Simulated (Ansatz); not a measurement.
## Al_Ga in GaN (F-43m): charge-transition levels and formation energies

Wanted: the transition levels of a substitutional impurity in GaN (F-43m), from a cell of 54 host atoms with 1 Ga taken out and 1 Al put in.

Program: Ansatz 0.2.0. Level of theory: place-levels on r2SCAN runs: charge-transition levels and formation energies with image-charge correction and potential alignment at the atomic sites; PAW set soft_1. Results are calculated unless marked as measured.

### Step 1. The starting structure

The cell holds 54 atoms: 26 Ga, 27 N and 1 Al. Its edges and angles: a = 9.542 Å, b = 9.542 Å, c = 9.542 Å, α = 60.0°, β = 60.0°, γ = 60.0°. It derives from GaN (space group F-43m). Nearest the centre at fractional (0.333, 0.667, 0.667): Al35 at 0.00 Å, N30 at 1.95 Å, N18 at 1.95 Å, N34 at 1.95 Å, N36 at 1.95 Å, Ga33 at 3.18 Å, Ga17 at 3.18 Å, Ga29 at 3.18 Å.

Coordinates:

```xyz
54
Lattice="0.0000 6.7473 6.7473 6.7473 0.0000 6.7473 6.7473 6.7473 0.0000" Properties=species:S:1:pos:R:3 pbc="T T T"
Ga    0.0000    0.0000    0.0000
N     1.1245    1.1245    1.1245
Ga    2.2491    2.2491    0.0000
N     3.3736    3.3736    1.1245
Ga    4.4982    4.4982    0.0000
N     5.6227    5.6227    1.1245
Ga    2.2491    0.0000    2.2491
N     3.3736    1.1245    3.3736
Ga    4.4982    2.2491    2.2491
N     5.6227    3.3736    3.3736
Ga    6.7473    4.4982    2.2491
N     7.8718    5.6227    3.3736
Ga    4.4982    0.0000    4.4982
N     5.6227    1.1245    5.6227
Ga    6.7473    2.2491    4.4982
N     7.8718    3.3736    5.6227
Ga    8.9964    4.4982    4.4982
N    10.1209    5.6227    5.6227
Ga    0.0000    2.2491    2.2491
N     1.1245    3.3736    3.3736
Ga    2.2491    4.4982    2.2491
N     3.3736    5.6227    3.3736
Ga    4.4982    6.7473    2.2491
N     5.6227    7.8718    3.3736
Ga    2.2491    2.2491    4.4982
N     3.3736    3.3736    5.6227
Ga    4.4982    4.4982    4.4982
N     5.6227    5.6227    5.6227
Ga    6.7473    6.7473    4.4982
N     7.8718    7.8718    5.6227
Ga    4.4982    2.2491    6.7473
N     5.6227    3.3736    7.8718
Ga    6.7473    4.4982    6.7473
N     7.8718    5.6227    7.8718
Al    8.9964    6.7473    6.7473
N    10.1209    7.8718    7.8718
Ga    0.0000    4.4982    4.4982
N     1.1245    5.6227    5.6227
Ga    2.2491    6.7473    4.4982
N     3.3736    7.8718    5.6227
Ga    4.4982    8.9964    4.4982
N     5.6227   10.1209    5.6227
Ga    2.2491    4.4982    6.7473
N     3.3736    5.6227    7.8718
Ga    4.4982    6.7473    6.7473
N     5.6227    7.8718    7.8718
Ga    6.7473    8.9964    6.7473
N     7.8718   10.1209    7.8718
Ga    4.4982    4.4982    8.9964
N     5.6227    5.6227   10.1209
Ga    6.7473    6.7473    8.9964
N     7.8718    7.8718   10.1209
Ga    8.9964    8.9964    8.9964
N    10.1209   10.1209   10.1209
```

The host's dielectric constants go in as inputs: 6.00 for the electrons alone, 10.56 with the ions, computed on the host (DFPT, PBEsol, on the r2SCAN cell), and a cell off the functional's own equilibrium shifts the ionic part.

The cell's shortest repeat is 9.5 Å.

### Step 2. The runs of each charge state

Levels follow from differences of total energies between charge states, each relaxed by itself.

Random displacements of about 0.05 Å break the site symmetry at the start, so that the relaxation can reach a distorted minimum if there is one. Forces are taken on a 2×2×2 shifted mesh. The cell holds 1 electron more than the neutral one, with a uniform background that keeps it neutral on the whole. The electron count is odd, so at least one spin is unpaired; this run locks the moment at 1 μB.

The sampling was tested on the host first: at the k-points planned (1x1x1 shifted 0.25 0.25 0.25) its energy lies 0.067 eV an atom from the dense-mesh value, so the final energies take a denser sampling.

One of the inputs; charge, spin and start change from state to state.

qm1_M1.relax/input.yaml

```yaml
crystal:
  lattice:
    - [0.0, 6.74729083, 6.74729083]
    - [6.74729083, 0.0, 6.74729083]
    - [6.74729083, 6.74729083, 0.0]
  atoms:
    - { symbol: Ga, position: [0.0, 0.0, 0.0] }
    - { symbol: "N", position: [0.08333333, 0.08333333, 0.08333333] }
    - { symbol: Ga, position: [0.0, 0.0, 0.33333333] }
    - { symbol: "N", position: [0.08333333, 0.08333333, 0.41666667] }
    - { symbol: Ga, position: [0.0, 0.0, 0.66666667] }
    - { symbol: "N", position: [0.08333333, 0.08333333, 0.75] }
    - { symbol: Ga, position: [0.0, 0.33333333, 0.0] }
    - { symbol: "N", position: [0.08333333, 0.41666667, 0.08333333] }
    - { symbol: Ga, position: [0.0, 0.33333333, 0.33333333] }
    - { symbol: "N", position: [0.08333333, 0.41666667, 0.41666667] }
    - { symbol: Ga, position: [0.0, 0.33333333, 0.66666667] }
    - { symbol: "N", position: [0.08333333, 0.41666667, 0.75] }
    - { symbol: Ga, position: [0.0, 0.66666667, 0.0] }
    - { symbol: "N", position: [0.08333333, 0.75, 0.08333333] }
    - { symbol: Ga, position: [0.0, 0.66666667, 0.33333333] }
    - { symbol: "N", position: [0.08333333, 0.75, 0.41666667] }
    - { symbol: Ga, position: [0.0, 0.66666667, 0.66666667] }
    - { symbol: "N", position: [0.08333333, 0.75, 0.75] }
    - { symbol: Ga, position: [0.33333333, 0.0, 0.0] }
    - { symbol: "N", position: [0.41666667, 0.08333333, 0.08333333] }
    - { symbol: Ga, position: [0.33333333, 0.0, 0.33333333] }
    - { symbol: "N", position: [0.41666667, 0.08333333, 0.41666667] }
    - { symbol: Ga, position: [0.33333333, 0.0, 0.66666667] }
    - { symbol: "N", position: [0.41666667, 0.08333333, 0.75] }
    - { symbol: Ga, position: [0.33333333, 0.33333333, 0.0] }
    - { symbol: "N", position: [0.41666667, 0.41666667, 0.08333333] }
    - { symbol: Ga, position: [0.33333333, 0.33333333, 0.33333333] }
    - { symbol: "N", position: [0.41666667, 0.41666667, 0.41666667] }
    - { symbol: Ga, position: [0.33333333, 0.33333333, 0.66666667] }
    - { symbol: "N", position: [0.41666667, 0.41666667, 0.75] }
    - { symbol: Ga, position: [0.33333333, 0.66666667, 0.0] }
    - { symbol: "N", position: [0.41666667, 0.75, 0.08333333] }
    - { symbol: Ga, position: [0.33333333, 0.66666667, 0.33333333] }
    - { symbol: "N", position: [0.41666667, 0.75, 0.41666667] }
    - { symbol: Al, position: [0.33333333, 0.66666667, 0.66666667] }
    - { symbol: "N", position: [0.41666667, 0.75, 0.75] }
    - { symbol: Ga, position: [0.66666667, 0.0, 0.0] }
    - { symbol: "N", position: [0.75, 0.08333333, 0.08333333] }
    - { symbol: Ga, position: [0.66666667, 0.0, 0.33333333] }
    - { symbol: "N", position: [0.75, 0.08333333, 0.41666667] }
    - { symbol: Ga, position: [0.66666667, 0.0, 0.66666667] }
    - { symbol: "N", position: [0.75, 0.08333333, 0.75] }
    - { symbol: Ga, position: [0.66666667, 0.33333333, 0.0] }
    - { symbol: "N", position: [0.75, 0.41666667, 0.08333333] }
    - { symbol: Ga, position: [0.66666667, 0.33333333, 0.33333333] }
    - { symbol: "N", position: [0.75, 0.41666667, 0.41666667] }
    - { symbol: Ga, position: [0.66666667, 0.33333333, 0.66666667] }
    - { symbol: "N", position: [0.75, 0.41666667, 0.75] }
    - { symbol: Ga, position: [0.66666667, 0.66666667, 0.0] }
    - { symbol: "N", position: [0.75, 0.75, 0.08333333] }
    - { symbol: Ga, position: [0.66666667, 0.66666667, 0.33333333] }
    - { symbol: "N", position: [0.75, 0.75, 0.41666667] }
    - { symbol: Ga, position: [0.66666667, 0.66666667, 0.66666667] }
    - { symbol: "N", position: [0.75, 0.75, 0.75] }
  host:
    repeats: [3, 3, 3]
    atoms:
      - { symbol: Ga, position: [0.0, 0.0, 0.0] }
      - { symbol: "N", position: [0.25, 0.25, 0.25] }
total_charge: -1
basis:
  ecutwfc: 500
  xc_grid: 2
hamiltonian:
  xc: r2scan
  pseudopotentials: { kind: paw, azcp: { folder: soft_1 } }
kpoints:
  mp_grid: { grid: [2, 2, 2], shift: [0.5, 0.5, 0.5] }
magnetization:
  spin_polarized: true
  initial_magnetization: 1
  spin_locking: { lock_magnetization: hard }
scf:
  occupations: { method: fixed }
  max_iter: 80
output:
  forces: true
  charged_corrections:
    epsilon: 6.0
    static_epsilon: 10.56
    defect_position: [0.333333, 0.666667, 0.666667]
relax:
  f_tol: 0.02
  max_steps: 80
  random_displacement: { amplitude: 0.05, seed: 1564 }
checkpoint:
  write: "../qm1_M1.relax.run"
  compress: false
  write_wavefunctions: true
  write_every: 100000
```

Started as:

```bash
ansatz run input.yaml --threads 4 --pin off --max-ram 7536MiB --backend cpu --events-out ev --progress --plain --runs-dir out
```

The run of this state that the levels use, under r2SCAN:

qm1_M1.point/input.yaml

```yaml
crystal:
  checkpoint: "../qm1_M1.relax.run"
  host: checkpoint
total_charge: -1
basis:
  ecutwfc: 500
  xc_grid: 2
hamiltonian:
  xc: r2scan
  pseudopotentials: { kind: paw, azcp: { folder: soft_1 } }
kpoints:
  mp_grid: { grid: [2, 2, 2], shift: [0.5, 0.5, 0.5] }
magnetization:
  spin_polarized: true
  initial_magnetization: 1
  spin_locking: { lock_magnetization: hard }
scf:
  occupations: { method: fixed }
  max_iter: 80
output:
  forces: true
  eigenvalues: true
  charged_corrections:
    epsilon: 6.0
    static_epsilon: 10.56
    defect_position: [0.333333, 0.666667, 0.666667]
  eigenstates: { localisation: true }
  populations: true
  efg: {}
  band_densities: [{ bands: [v1, v1] }, { bands: [c1, c1] }]
  write_density: true
  write_potential: true
  volumetric_format: npy
checkpoint:
  read: "../qm1_M1.relax.run"
  write: "../qm1_M1.point.run"
  compress: false
  write_wavefunctions: false
  write_every: 100000
```

Relaxations under r2SCAN at a 2×2×2 shifted mesh; times on 4 threads of Arm Neoverse V1, shared host:

| charge | moment (μB) | occupations | outcome | steps | largest displacement against the far atoms (Å) | time |
| --- | --- | --- | --- | --- | --- | --- |
| −1 | 1 | fixed | converged | 4 | 0.05 | 11 min |
| 0 | 0 | fixed | converged | 4 | 0.05 | 4.9 min |
| +1 | 1 | fixed | converged | 6 | 0.05 | 19 min |

Single points under r2SCAN at a 2×2×2 shifted mesh; times on 4 threads of Arm Neoverse V1, shared host:

| charge | moment (μB) | occupations | outcome | time |
| --- | --- | --- | --- | --- |
| −1 | 1 | fixed | converged | 2.4 min |
| 0 | 0 | fixed | converged | 62 s |
| +1 | 1 | fixed | converged | 2.1 min |

Distances (Å) from Al35 to the nearest atoms after relaxation with r2SCAN:

```
charge  moment (μB)      1.      2.      3.      4.       5.       6.
    −1            1  N 1.90  N 1.90  N 1.90  N 1.90  Ga 3.17  Ga 3.17
     0            0  N 1.90  N 1.90  N 1.90  N 1.90  Ga 3.17  Ga 3.17
    +1            1  N 1.90  N 1.90  N 1.90  N 1.90  Ga 3.17  Ga 3.17
```

### Step 3. Placing the levels, r2SCAN

A charged cell interacts with its images and the background, and its potential has another zero than the host's. place-levels removes the first by a point-charge model, screened by the static dielectric constant since the ions have relaxed around the charge, and the second by comparing potentials at atoms far from the defect.

The host is a run of the defect-free crystal in the same cutoffs, grids and k-points, so that basis and sampling errors cancel in part in the differences. The host is run in a cell of 2 atoms on a matching mesh. Its band edges are searched through the zone by a band path, so the gap is smaller than, or equal to, that on the mesh. Chemical potentials are energies per atom of Ga (alpha-Ga (Cmce)) and Al (fcc), run with the same functional and cutoff.

levels.point.yaml

```yaml
host:
  run: host.point.run
states: [qm1_M1.point.run, q0.point.run, qp1_M1.point.run]
geometry_from:
  qm1_M1.point.run: qm1_M1.relax.run
  q0.point.run: q0.relax.run
  qp1_M1.point.run: qp1_M1.relax.run
  host.point.run: host.relax.run
chemical_potentials:
  Ga:
    energy: -3790.270342
    dataset: <sha256 of the dataset>
  Al:
    energy: -540.418346
    dataset: <sha256 of the dataset>
epsilon: 6.0
static_epsilon: 10.56
vertical:
  - { from: qm1_M1.point.run, to: qm1_M1.point_neutral.run }
  - { from: qp1_M1.point.run, to: qp1_M1.point_neutral.run }
```

Started as:

```bash
ansatz place-levels levels.point.yaml -- --threads 4 --pin off --max-ram 7536MiB
```

Numbers of over 12 decimals in the logs are rounded to 6 here.

The log of the run:

```text
[... repeated set-up lines and file paths are left out, and long positions are rounded to six places ...]
(+1/0) 0.008 eV beneath the valence edge (-0.315 eV without the band-filling correction), in the valence band
(0/-1) 2.194 eV above the valence edge (+3.711 eV without the band-filling correction), in the conduction band
formation energy of charge +1: -1.886 eV with the Fermi level at the valence edge
formation energy of charge 0: -1.893 eV with the Fermi level at the valence edge
formation energy of charge -1: +0.301 eV with the Fermi level at the valence edge
vertical -1 to 0: no energy, since no alignment is typed
  the change from vertical[0].from (qm1_M1.point.run) to vertical[0].to (qm1_M1.point_neutral.run): by its potential at epsilon 6 it stands at 0.814 0.154 0.154, with an rms radius of about 5.9 Å (3.4 3.4 3.4 Å across the planes of the cell's vectors); [...]
vertical +1 to 0: no energy, since no alignment is typed
  the change from vertical[1].from (qp1_M1.point.run) to vertical[1].to (qp1_M1.point_neutral.run): by its potential at epsilon 6 it stands at 0.898 0.230 0.231, with an rms radius of about 5.2 Å (3.1 2.9 3.0 Å across the planes of the cell's vectors); [...]
  edges by r2scan, gap 2.168 eV; the host is sampled to repeats of 19.08 Å
  the defect's cells are sampled to repeats of 19.08 Å, like sampling
  charge +1: -109523.3341 eV with its correction of -0.015 eV, at epsilon 10.56, aligned at sites: -0.2471 eV, mean over 19 atomic sites at or beyond 4.77 Å from the defect at [0.3333, 0.6667, 0.6667], with +0.000000 for the charge's moments and without [...]
  charge 0: +0.000 eV for its dipole among its images, +0.000 omitted
  charge -1: -109501.0393 eV with its correction of +0.238 eV, at epsilon 10.56, aligned at sites: -0.0068 eV, mean over 19 atomic sites at or beyond 4.77 Å from the defect at [0.3333, 0.6667, 0.6667], with +0.000000 for the charge's moments and without [...]
  of states[2] (qp1_M1.point.run): it parts from the run at its places by a charge that spreads by about 3.1 Å along one vector (1.3 Å or more is wide), by its potential at epsilon 6, taken for that of held ions (one typed too small widens it), where the cell [...]
  of states[0] (qm1_M1.point.run): it parts from the run at its places by a charge that spreads by about 3.4 Å along one vector (1.3 Å or more is wide), by its potential at epsilon 6, taken for that of held ions (one typed too small widens it), where the cell [...]
  of vertical[0].from (qm1_M1.point.run): stability_check_not_made; [...]
  of vertical[1].from (qp1_M1.point.run): band_overlap_at_count; stability_check_not_made; of the run under geometry_from: band_overlap_at_count; [...]
```

Elapsed: 0.38 s, on 4 threads of Arm Neoverse V1, shared host.

Levels between the charges placed, in eV above the valence top:

```csv
,gap (eV),(+1/0),(0/−1)
r2SCAN,2.17,-0.01,2.19
```

Corrections by state:

```
charge  moment (μB)  image terms and alignment (eV)  band filling (eV)  ε used  over the lowest of its charge, as the program ranks them, band filling apart (eV)
    +1          1.0                          -0.015             -0.308   10.56                                                                              0.000
     0          0.0                           0.000                  -       -                                                                              0.000
    −1          1.0                           0.238             -1.517   10.56                                                                              0.000
```

The charged structures listed were also run neutral, and place-levels reads from each pair, by the potential or the spins, how wide the charge is by which they differ; that can be the carrier of either run.

```csv
charge,rms radius (Å),spread where it is widest against the cell (Å),wide from (Å),reading
+1,5.2,3.07,1.35,wide
−1,5.9,3.42,1.35,wide
```

The neutral runs of these pairs need not share the spin of the lowest neutral state, and very wide values only mean spread over the cell.

From the program's caveats on the states, each cut to its opening words:

- charge +1 (1 μB): it parts from the run at its places by a charge that spreads by about 3.1 Å along one vector (1.3 Å or more is wide), by its potential at epsilon 6, taken for [...]
- charge +1 (1 μB): a band-filling correction moves a carrier to the host's band edge, which changes its energy by -0.308 eV
- charge +1 (1 μB): filled levels lie above empty ones at the fixed electron count
- charge +1 (1 μB), −1 (1 μB): flagged: stability check not made
- charge −1 (1 μB): it parts from the run at its places by a charge that spreads by about 3.4 Å along one vector (1.3 Å or more is wide), by its potential at epsilon 6, taken for [...]
- charge −1 (1 μB): a band-filling correction moves a carrier to the host's band edge, which changes its energy by -1.517 eV
- charge −1 (1 μB): its alignment with the host at atomic sites is doubtful: the mean over the far sites moves by -0.0556 eV from their farther parts to their nearer, more than [...]

The host's formation energy from the elements is -0.646 eV per atom; it sets how far the chemical potentials can move.

Formation energies (eV), Ga-rich (Δμ(Ga) = 0.00 eV, Δμ(N) = -1.29 eV, Δμ(Al) = 0.00 eV):

| charge | Fermi level at the valence top | at the conduction bottom |
| --- | --- | --- |
| +1 | -1.89 | 0.28 |
| 0 | -1.89 | -1.89 |
| −1 | 0.30 | -1.87 |

Formation energies (eV), N-rich (Δμ(N) = 0.00 eV, Δμ(Ga) = -1.29 eV, Δμ(Al) = 0.00 eV):

```
charge  Fermi level at the valence top  at the conduction bottom
    +1                           -3.18                     -1.01
     0                           -3.18                     -3.18
    −1                           -0.99                     -3.16
```

### Step 4. What came out

- gap of the host: 2.17 eV (r2SCAN)
- level (plus 1/0): 0.01 eV below the valence top (-0.32 eV above the valence top without the band-filling term)
- level (0/minus 1): 2.19 eV above the valence top, past the conduction bottom (3.71 eV above the valence top without the band-filling term)
- lowest of the charges placed, just above the valence top (0.02 eV): 0
- lowest of the charges placed, just below the conduction bottom (0.02 eV): 0
- lowest formation energy at mid-gap of the charges run, Ga-rich: -1.89 eV
- lowest formation energy at mid-gap of the charges run, N-rich: -3.18 eV

What this shows: Of the charges placed (−1, 0 and +1), 0 is the lowest from 0.02 eV above the valence top to 0.02 eV below the conduction bottom, a gap of 2.17 eV. States placed: +1 at 1 μB; 0 at 0 μB; −1 at 1 μB. Other spin states or structures, where not listed, weren't placed. The program finds carriers beyond a band edge of the host and adds a band-filling term at charge −1 (-1.52 eV) and +1 (-0.31 eV); steps to such a charge show no bound level, and a defect level inside a band would be read the same way. Al is taken at its element; compounds, which aren't counted here, bound the chemical potentials and would shift these formation energies. The lowest formation energy (Ga-rich and N-rich) is negative across the gap, so the defect would form by itself: these chemical potentials lie beyond what competing compounds allow, or the host is unstable against it. The program doubts the alignment of potentials for at least one state, a sign that the cell is small. Keep in mind: r2SCAN makes the gap too small and tends to spread out bound carriers; where a gas molecule sets a chemical potential or the host's formation energy, its binding is uncorrected.

[Logs are printed without paths, hosts, clocks, repeated set-up lines and the standing remarks that a program may print on its own settings, such as how far it seeks lower states.]

[Hosts, paths, dates, database ids (printed as entryN), source tags and the programs' standing remarks are cut or masked in the printed files.]

[Where a table of states has a column of steps, it counts the stored structures, which are thinned; the runs took as many ionic steps or more.]

[A defect's name tells the site on which it was built; relaxed atoms can leave that site.]

[For some hosts the program warned that the k-mesh of the response run may be too coarse for force constants and the static dielectric constant; such warnings are not shown here.]
